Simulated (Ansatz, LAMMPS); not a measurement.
# Amorphous 25SiO2-75TiO2 (mol %) (96 atoms), relaxed: mesh and functional compared

What does this cell relax to, and how do the Kohn-Sham gap, forces and pressure change with k-mesh and functional?

Calculated with Ansatz 0.2.0: Kohn-Sham DFT, PBE, PAW (set soft_2), plane waves; cutoff 420 eV, Γ point, fermi-dirac smearing of 0.025 eV.

**The cell**

Density at the start: 3.16 g/cm³. The cell holds 96 atoms: 8 Si, 24 Ti and 64 O. Its edges and angles: a = 10.799 Å, b = 10.799 Å, c = 10.799 Å, α = 90.0°, β = 90.0°, γ = 90.0°. 96 atoms (8 Si, 24 Ti, 64 O) placed at random at 3.16 g/cm³, melted at 5000 K for 10 ps at fixed volume with the Morse and Coulomb pair potential with partial charges (Pedone, Malavasi, Menziani, Cormack and Segre, J. Phys. Chem. B 110, 11780 (2006)). Quenched from 5000 K to 300 K at 50 K/ps and fixed volume, held 5 ps, then minimised at fixed cell.

Cell and atoms were relaxed with PBE. The walk converged after 29 steps, with a largest force component of 0.0135 eV/Å; it began at an r.m.s. force component of 0.75 eV/Å. The edges went from 10.799, 10.799, 10.799 to 10.880, 11.389, 10.874 Å, and the volume from 13.118 to 14.002 Å³ an atom (+6.7 %).

The input of the reference single point:

```yaml
crystal:
  lattice:
    - [10.87391, -0.28401, -0.24451]
    - [-0.28401, 11.38521, -0.08599]
    - [-0.24451, -0.08599, 10.87093]
  atoms:
    - { symbol: Si, position: [0.23189, 0.09864, 0.28315] }
    - { symbol: Si, position: [0.62261, 0.3692, 0.45596] }
    - { symbol: Si, position: [0.90065, 0.38746, 0.40677] }
    - { symbol: Si, position: [0.53976, 0.3925, 0.71035] }
    [... 90 atom lines left out ...]
    - { symbol: O, position: [0.08763, 0.01905, 0.97091] }
    - { symbol: O, position: [0.37278, 0.12978, 0.65486] }
kpoints:
  mp_grid: { grid: [1, 1, 1] }
hamiltonian:
  xc: pbe
scf:
  occupations: { method: fermi_dirac, width: 0.025 }
output:
  forces: true
  stress: true
  populations: true
  dos:
    method: { smearing: { sigma: 0.08 } }
    de: 0.05
    projected: { site_lists: { O: [O], Si: [Si], Ti: [Ti] } }
  eigenvalues: true
  write_density: true
  write_potential: true
  volumetric_format: npy
```

**Bonds after relaxation**

Bonds by pair of elements; cutoffs follow the first minimum of g(r), held within bounds set by covalent radii, and pairs that aren't listed don't count as bonded:

```tsv
pair A-B	cutoff (Å)	bonds	mean length (Å)	spread (Å)	shortest (Å)	B about A	A about B
O-Ti	2.64	111	1.90	0.134	1.75	1.73	4.62
O-Si	2.08	32	1.64	0.016	1.61	0.5	4
```

How many atoms have how many bonded neighbours:

```tsv
element	mean	2	3	4	5	6
O	2.23	49	15	0	0	0
Si	4	0	0	8	0	0
Ti	4.62	0	0	10	13	1
```

**Levels of theory**

Single points at the relaxed geometry:

| functional | k-mesh | Kohn-Sham gap (eV) | pressure (GPa) | r.m.s. force component (eV/Å) | SCF cycles | time |
| --- | --- | --- | --- | --- | --- | --- |
| PBE | 1×1×1 | 3.046 | -0.01 | 0.004 | 12 | 32 s |
| PBE | 2×2×2 | 3.041 | -0.01 | 0.009 | 12 | 5.4 min |
| HSE06 | 1×1×1 | 4.643 | -5.42 | 0.182 | 27 | 11 min |
| r2SCAN | 1×1×1 | 3.426 | -3.97 | 0.102 | 13 | 76 s |
| PBEsol | 1×1×1 | 3.019 | -3.92 | 0.083 | 13 | 33 s |

The gap is that between the highest filled and lowest empty Kohn-Sham level on the run's k-points. Cutoffs: 420 eV for PBE, HSE06 and PBEsol; 500 eV for r2SCAN. Times come from shared hosts and are rough.

**Findings**

By these cutoffs 77 % of O atoms have 2, 100 % of Si atoms have 4 and 54 % of Ti atoms have 5 neighbours. The Kohn-Sham gap is 3.05 eV with PBE on the 1×1×1 mesh and 3.04 eV on 2×2×2. On the 1×1×1 mesh HSE06 changes the gap by +1.60 eV against PBE. Carrying that shift over to the 2×2×2 mesh gives 3.04 + 1.60 = 4.64 eV, an estimate that takes the shift to be alike at all k-points. On the reference's mesh the gap changes with r2SCAN by +0.38 eV and PBEsol by -0.03 eV. Against the reference the pressure changes with HSE06 by -5.4 GPa, r2SCAN by -4.0 GPa and PBEsol by -3.9 GPa; a negative change means that the functional would take a smaller volume. The denser mesh moves the energy by -0.3 meV/atom and the pressure by +0.00 GPa.

Limits: All single points share the geometry relaxed with PBE. The volume changed by +6.7 % on relaxing; in so small a cell, on this mesh and at this cutoff, the relaxed density is rough. One sample; tail or defect levels can set the gap of a disordered cell. The quench rate of 50 K/ps is many orders above laboratory rates, so the cell is likely richer in defects and strain than a real sample. The network of bonds at the start is that of the classical potential that made the cell, and needn't be the one that DFT or experiment would give.

[Long decimals in the printed logs are rounded to 6 places.]

[Logs are printed without paths, hosts, clocks, repeated set-up lines and the standing remarks that a program may print on its own settings, such as how far it seeks lower states.]

[Hosts, paths, dates, database ids (printed as entryN), source tags and the programs' standing remarks are cut or masked in the printed files.]

[Runs of further levels or settings that didn't converge aren't in the tables.]
